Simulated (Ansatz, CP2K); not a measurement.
# Liquid Al at 1200 K (111 atoms) in other programs, against a plane-wave reference

Aim: run liquid Al at 1200 K (111 atoms) in several programs and set results and cost side by side. A plane-wave run serves as the reference.

Method: Kohn-Sham DFT, PBE, PAW, plane waves, in Ansatz 0.2.0.

## 1. Set-up

The cell holds 111 atoms: 111 Al. Its edges and angles: a = 12.877 Å, b = 12.877 Å, c = 12.877 Å, α = 90.0°, β = 90.0°, γ = 90.0°. 111 atoms (111 Al) placed at random at 2.39 g/cm³, melted at 1500 K for 10 ps at fixed volume with the Finnis-Sinclair Al potential (Mendelev, file Al_mm.eam.fs of the LAMMPS distribution). Snapshot at the end of a hold of 10 ps at 1200 K and zero pressure. Then every atom was moved at random, 0.03 Å r.m.s. a Cartesian component.

## 2. Plane-wave reference

The PAW files are the set soft_2.

The input, input.yaml:

```yaml
crystal:
  lattice:
    - [12.87678, 0.0, 0.0]
    - [0.0, 12.87678, 0.0]
    - [0.0, 0.0, 12.87678]
  atoms:
    - { symbol: Al, position: [0.11849, 0.8406, 0.906] }
    - { symbol: Al, position: [0.60522, 0.72146, 0.56117] }
    - { symbol: Al, position: [0.46975, 0.35795, 0.65392] }
    - { symbol: Al, position: [0.97819, 0.33023, 0.14733] }
    [... 101 atom lines left out ...]
    - { symbol: Al, position: [0.00213, 0.09855, 0.54974] }
    - { symbol: Al, position: [0.16759, 0.2595, 0.51584] }
    - { symbol: Al, position: [0.92704, 0.01363, 0.92481] }
    - { symbol: Al, position: [0.65637, 0.78562, 0.20651] }
    - { symbol: Al, position: [0.13309, 0.37423, 0.92167] }
    - { symbol: Al, position: [0.05901, 0.88856, 0.11916] }
kpoints:
  mp_grid: { grid: [1, 1, 1] }
hamiltonian:
  xc: pbe
scf:
  occupations: { method: fermi_dirac, width: 0.05 }
output:
  forces: true
  eigenvalues: true
  populations: true
  stress: true
```

Launch:

```
$ ansatz run input.yaml --threads 4 --pin off --max-ram 8192MiB --backend cpu --events-out ev --progress --plain --runs-dir out
```

Log:

```text
[...]
Pseudopotentials: kind: paw
Pseudopotential: Al, paw, valence charge 3, recommended cutoff 420 eV (normal), Al.paw.azcp
[... 5 lines on functional and potentials left out ...]
Crystal: 111 atoms, lattice volume = 2135.118 Å³
Basis set: ecut = 420 eV, 41851 PW (Γ), exchange–correlation on 180×180×180 points (8 copies of the dense FFT grid, shifted against one another)
Bands: 278, of which v1, the nominal top of the filled ones, is band 167 counted from 1 (166 counted from 0)
Symmetry: 1 space group operations
Space group: P1 (ITA 1), of the structure as read, at distance tolerance 1.3e-4 Å
k-points: 1
[... 3 lines on functional and potentials left out ...]
Initial density: superposition of atomic densities (neutral atoms: chi_scale 0, normalization atom), corrected by the library's trained network
Initial wavefunctions: pseudopotential atomic-orbital guess
[...]
SCF iter   1: F=—  HF=-59629.490895 eV  |F-HF|=—  |Δ(HF+E_count)|=         —  Δρ=3.00e-3  dr2=8.60e-1  ethr=1.77e-3  ⟨swp⟩=6.0  Hψ=1349  notcnv=0  defer=29
preconditioner: auto → Kerker (q_TF=auto, 2.002 Å⁻¹)  [metal: Δε(μ)=0.034 eV  Ē_g=6.167 eV  σ=0.050 eV  W_gap=0.16  n_scr=256 (ndim 8)  ℏωp=14.7 eV  f_vac=0.000  D(μ)=51.85/eV (n_scr^D=340)]
[...]
SCF iter   6: F=—  HF=-59629.355235 eV  |F-HF|=—  |Δ(HF+E_count)|=   2.93e-4  Δρ=4.96e-6  dr2=1.28e-6  ethr=3.25e-9  ⟨swp⟩=2.0  Hψ=447  notcnv=0  defer=69
SCF iter   7: F=-59629.355235 eV  HF=-59629.355236 eV  |F-HF|=1.42e-8  |Δ(HF+E_count)|=   5.55e-8  Δρ=1.03e-6  dr2=5.74e-8  ethr=3.00e-11  ⟨swp⟩=15.0  Hψ=1654  notcnv=0
SCF 1 converged in 7 iterations: F = -59629.355235 eV  dr2 = 5.74e-8
[...]
SCF converged after 7 iterations
Free energy (F): -59629.355235 eV
Harris-Foulkes:  -59629.355236 eV  (|F-HF|=1.42e-8)
Internal energy: -59628.915746 eV  (E = F + TS)
E sigma→0 (E₀):  -59629.135491 eV
Entropy (-TS):   -0.439489 eV (-3.959 meV/atom)
Fermi energy:    6.078246 eV
--- Per-component energies (eV) ---
[...]
Σ components = -59629.355235   (vs F -59629.355235, Δ=0.00e0)
--- Forces (eV/Å), atoms counted from 1 ---
  atom   1  Al     0.21785094     0.07060330     0.81872778
  atom   2  Al     0.60439070     2.03323625     0.87925337
  atom   3  Al     0.15349883     0.04292530     1.07094275
  atom   4  Al    -0.33642933    -1.81630841     1.40052660
[...]
atom 111  Al    -0.73669028     0.06641777     0.10846993
  max |Σ_I F_I| component: 6.44e-6 eV/Å
--- Stress (GPa, compression-positive) ---
        0.911220      -0.324949       0.076671
       -0.324949       0.398825      -0.207821
        0.076671      -0.207821       1.485319
  P = ⅓ Tr σ = 0.9318 GPa (9.318 kbar)
--- Band table (eV) ---
  k-point 0: bands = ["-4.0655", "-3.4775", "-3.4269", "-3.2191", [... 262 levels ...], "10.2638", "10.3011", "10.3266", "10.3337", "10.3919", "10.4125", "10.4210", "10.4478", "10.4667", "10.5088", "10.5175", "10.5344"]
--- Löwdin populations: 111 sites ---
  site symbol       q [e]
     0     Al      2.9268
     1     Al      2.9384
     2     Al      2.9811
[...]
110     Al      2.9542
  spilling = 0.012501 (of n_electrons = 333.000000)
```

Elapsed: 24 s, on 4 threads of Arm Neoverse V1, shared host; peak memory 2 GiB; 88 s of CPU time.

Numbers from this run:

| Property | Result |
| --- | --- |
| free energy | -59629.3552 eV |
| free energy per atom | -537.2014 eV/atom |
| SCF cycles | 7 |
| pressure | 0.9318 GPa |
| r.m.s. force component | 0.8729 eV/Å |
| longest force | 3.667 eV/Å |
| Fermi energy | 6.078 eV |
| levels partly filled by over 2 per cent | 8 |
| spilling of the projection | 0.0125 |

Neighbours are counted within 3.68 Å (Al-Al).

Length of the force by element and coordination:

```tsv
element	coordination	atoms	mean length of the force (eV/Å)	spread	least	most
Al	all	111	1.34	0.707	0.310	3.67
Al	8	1	1.15	0	1.15	1.15
Al	9	9	1.53	0.397	0.933	2.32
Al	10	16	1.28	0.699	0.335	3.03
Al	11	40	1.26	0.660	0.310	3.40
Al	12	28	1.42	0.792	0.335	3.67
Al	13	13	1.41	0.790	0.501	2.94
Al	14	4	1.05	0.683	0.336	1.88
```

The mean of these charges, 0.038 e, is only the charge that the projection spills.

Löwdin charges by element and coordination (they lack the spilled electrons, 0.038 e an atom on average):

```tsv
element	coordination	atoms	mean charge (e)	spread	least	most
Al	all	111	0.0375	0.0479	-0.152	0.148
Al	8	1	-6.0e-4	0	-6.0e-4	-6.0e-4
Al	9	9	-0.0063	0.0789	-0.152	0.148
Al	10	16	0.0078	0.0356	-0.0695	0.0636
Al	11	40	0.035	0.0378	-0.0736	0.115
Al	12	28	0.0494	0.0316	-0.0273	0.118
Al	13	13	0.0612	0.0329	0.0145	0.120
Al	14	4	0.129	0.0139	0.107	0.142
```

The levels nearest the highest filled one (over half full), pooled over k-points and spins:

```tsv
level less the highest filled one (eV)	occupation
-0.202	1.97
-0.120	1.85
-0.0919	1.75
-0.0632	1.59
-0.0263	1.31
0	1.05
0.0334	0.726
0.0625	0.483
0.0987	0.267
0.219	0.027
0.270	0.01
0.369	0.001
```

## 3. Local order

Density 2.33 g/cm³, 19.24 Å³ an atom.

Pair distribution function in bins of 0.1 Å:

```tsv
r (Å)	total
2.15	0.00
2.25	0.11
2.35	0.30
2.45	1.10
2.55	1.86
2.65	1.88
2.75	2.13
2.85	2.25
2.95	1.94
3.05	2.22
3.15	1.34
3.25	1.38
3.35	1.03
3.45	0.93
3.55	0.77
3.65	0.62
3.75	0.70
3.85	0.57
3.95	0.67
4.05	0.56
4.15	0.61
4.25	0.79
4.35	0.64
4.45	0.96
4.55	0.91
4.65	0.88
4.75	1.12
4.85	1.01
4.95	1.09
5.05	1.26
5.15	1.29
5.25	1.30
5.35	1.19
5.45	1.19
5.55	1.11
5.65	1.20
5.75	0.91
5.85	0.94
5.95	1.00
6.05	0.87
6.15	0.99
6.25	0.89
6.35	0.89
```

Bonds by pair of elements; cutoffs follow the first minimum of g(r), held within bounds set by covalent radii, and pairs that aren't listed don't count as bonded:

```tsv
pair A-B	cutoff (Å)	bonds	mean length (Å)	spread (Å)	shortest (Å)	B about A	A about B
Al-Al	3.68	625	3.01	0.332	2.24	11.3	11.3
```

How many atoms have how many bonded neighbours:

```tsv
element	mean	8	9	10	11	12	13	14
Al	11.3	1	9	16	40	28	13	4
```

## 4. The ladder

The programs:
- CP2K 2026.2: Gaussian basis with GTH pseudopotentials and a plane-wave density; labels give functional, basis (MOLOPT sets; SR short-range, UZH the newer set with its own potentials), grid cutoff/relative cutoff and solver (OT: orbital transformation; TRS4, TC2, SIGN: linear-scaling purification with its sparsity filter), or its built-in tight binding.

All use the same cell and atoms; the electronic-structure runs use the same k-mesh, and an electronic temperature of 580 K (0.05 eV) where levels are smeared.

Differences are against the plane-wave reference, forces as r.m.s. over components; share is that over the reference's r.m.s. force, slope the least-squares factor from reference forces to these. Total energies of different programs have different zeros and aren't compared.

```tsv
run	Δ force, r.m.s. (meV/Å)	share (%)	slope	Δ pressure (GPa)	cores	CPU time	memory (GiB)
reference	-	-	-	-	4	88 s	2.0
CP2K PBE+D3(BJ), DZVP-MOLOPT-SR, 350/50 Ry, diagonalisation	16.4	1.87	0.991	-2.64	2	7.4 min	2.7
CP2K PBE, DZVP-MOLOPT-SR, 122/50 Ry, diagonalisation (coarse)	14.5	1.66	0.992	-0.193	2	6.6 min	0.91
CP2K PBE, DZVP-MOLOPT-SR, 244/50 Ry, diagonalisation (coarse)	14.5	1.66	0.992	-0.193	2	5.5 min	1.6
CP2K PBE, DZVP-MOLOPT-SR, 350/50 Ry, diagonalisation	14.5	1.66	0.992	-0.193	2	7.4 min	2.6
CP2K PBE, DZVP-UZH, 350/50 Ry, diagonalisation	14.7	1.69	0.988	-0.212	4	15 min	4.1
CP2K PBE, SZV-MOLOPT-SR, 350/50 Ry, diagonalisation (coarse)	271	31.1	1.016	5.99	1	3.3 min	2.3
CP2K TPSS, PBE potentials, DZVP-MOLOPT-SR, 350/50 Ry, diagonalisation	21.1	2.42	1.014	-0.467	4	23 min	3.9
```

Rows marked coarse use a setting chosen to be so.

CPU time is summed over cores on a shared host, where runs went side by side, so it is rough. Symmetry, cutoffs, thresholds, outputs and thread counts weren't matched or tuned between programs; memory under MPI is the largest rank's times the ranks.

Runs without a result: CP2K GFN1-xTB, diagonalisation (not converged, the SCF not settling).

Within one program, basis, potentials and functional, energies share a zero. Each run against its twin at the usual cutoff or grid and solver:

```tsv
run	twin	Δ energy (meV/atom)	Δ force, r.m.s. (meV/Å)	CPU time over the twin's
CP2K PBE, DZVP-MOLOPT-SR, 122/50 Ry, diagonalisation	DZVP-MOLOPT-SR, 350/50 Ry, diagonalisation	0	0.026	0.90
CP2K PBE, DZVP-MOLOPT-SR, 244/50 Ry, diagonalisation	DZVP-MOLOPT-SR, 350/50 Ry, diagonalisation	-1.0e-4	0.001	0.75
```

## 5. Results

| Quantity | Value |
| --- | --- |
| reference r.m.s. force component | 0.873 eV/Å |
| nearest in forces | a tie at 1.7 % of 4 runs: CP2K PBE, DZVP-MOLOPT-SR, 122/50 Ry, diagonalisation (coarse); CP2K PBE, DZVP-MOLOPT-SR, 244/50 Ry, diagonalisation (coarse); CP2K PBE, DZVP-MOLOPT-SR, 350/50 Ry, diagonalisation; others |
| farthest in forces | CP2K PBE, SZV-MOLOPT-SR, 350/50 Ry, diagonalisation (coarse), 31 % |
| cheapest electronic-structure run beside the reference | CP2K PBE, SZV-MOLOPT-SR, 350/50 Ry, diagonalisation, 3.3 min of CPU time |

The PBE runs in local orbitals, coarse settings apart, differ by 1.7 % in each run; basis, grid and potentials can all enter. Rows with another functional or a dispersion term differ by 1.9 % (CP2K PBE+D3(BJ), DZVP-MOLOPT-SR, 350/50 Ry, diagonalisation) to 2.4 % (CP2K TPSS, PBE potentials, DZVP-MOLOPT-SR, 350/50 Ry, diagonalisation), which mixes the change of model with differences of basis and potentials, some of them made for another functional. Runs with settings chosen to be coarse differ by 1.7 % (CP2K PBE, DZVP-MOLOPT-SR, 244/50 Ry, diagonalisation) to 31 % (CP2K PBE, SZV-MOLOPT-SR, 350/50 Ry, diagonalisation), their programs' other errors included. None of the electronic-structure runs in the table takes under half the reference's CPU time of 88 s; they take 2.2 to 16 times as much. In pressure, CP2K PBE, SZV-MOLOPT-SR, 350/50 Ry, diagonalisation misses by +6.0 GPa, at the same functional. In the reference: 8 levels are partly filled, by over 2 % (at Γ alone), as in a metal. In the reference: Löwdin charges run from -0.15 to +0.15 e, about a mean that is the spilled charge alone. The frame stands for 1200 K, but pressures are static and levels are smeared at 580 K, under the temperature of the frame, which matters where levels are partly filled. The electron count is odd in these runs, and they have no spin polarisation, so the unpaired electron is spread evenly over both spins. The network of bonds at the start is that of the classical potential that made the cell, and needn't be the one that DFT or experiment would give. The electron count is odd and the run has no spin polarisation, so levels at the top are partly filled by construction. The electronic-structure runs sample only Γ, in a cell whose shortest periodic width is 13 Å, which is coarse for a cell with partly filled levels.

[Long decimals in the printed logs are rounded to 6 places.]

[Also dropped from logs without a mark: lines with file paths, logging warnings of Python, QE's lines on negative density and diagonalisation, SIESTA's first energy breakdown, zero terms and Voronoi charges.]

[Logs are printed without paths, hosts, clocks, repeated set-up lines and the standing remarks that a program may print on its own settings, such as how far it seeks lower states.]

[Hosts, paths, dates, database ids (printed as entryN), source tags and the programs' standing remarks are cut or masked in the printed files.]

[Not all failed runs are listed: runs killed by the host, ended in a Python traceback or in CONQUEST's support-function errors, and SIESTA runs with faulty potentials for Cu, Fe, Ni or Zn are left out.]
